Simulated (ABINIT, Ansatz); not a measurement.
An input for ABINIT 10.8.3 (KNa3H4 (Pm-3m)):

```
acell 3*1.0 Angstrom
rprim 
  5.118641000000 0.000000000000 0.000000000000
  0.000000000000 5.118641000000 0.000000000000
  0.000000000000 0.000000000000 5.118641000000
ntypat 3
znucl 19 11 1
natom 8
typat 1 2 2 2 3 3 3 3
xred 
  0.500000000000 0.500000000000 0.500000000000
  -0.000000000000 -0.000000000000 0.500000000000
  -0.000000000000 0.500000000000 -0.000000000000
  0.500000000000 -0.000000000000 -0.000000000000
  -0.000000000000 -0.000000000000 -0.000000000000
  0.500000000000 0.500000000000 -0.000000000000
  0.500000000000 -0.000000000000 0.500000000000
  -0.000000000000 0.500000000000 0.500000000000
pp_dirpath "pseudos"
pseudos "K.upf, Na.upf, H.upf"
ecut 38
ngkpt 2 2 2
nshiftk 1
shiftk 0 0 0
kptopt 1
chksymbreak 0
istwfk *1
occopt 1
irdwfk 1
optdriver 3
nband 85
ecuteps 3.6
inclvkb 2
awtr 1
symchi 1
indata_prefix "in"
outdata_prefix "out"
tmpdata_prefix "tmp"
```

```sh
OMP_NUM_THREADS=1 mpirun -n 4 abinit run.abi > log
```

Estimate wall time and host memory on 4 MPI ranks of Arm Neoverse V1, shared host.

It took 15 s; on shared hardware allow 7.7 s to 31 s. Peak host memory was 1.2 GiB.

[Paths, hosts, dates, memory and timing lines, banners, echoed tables and standing remarks are left out of the program output.]

[Logs are printed without paths, hosts, clocks, repeated set-up lines and the standing remarks that a program may print on its own settings, such as how far it seeks lower states.]

[Runs of the session that timed out or met a known fault of the program may be left out.]

[Hosts, paths, dates, database ids (printed as entryN), source tags and the programs' standing remarks are cut or masked in the printed files.]

[G0W0 gaps are taken among the corrected bands and points alone; a level outside them can change the order at an edge.]

[Where Ansatz stands beside ABINIT at settings called matched, ABINIT's density can come from a denser mesh and the files from another edition; pairs whose starting gaps differed by over 0.03 eV were left out, so agreement reads better than it is.]
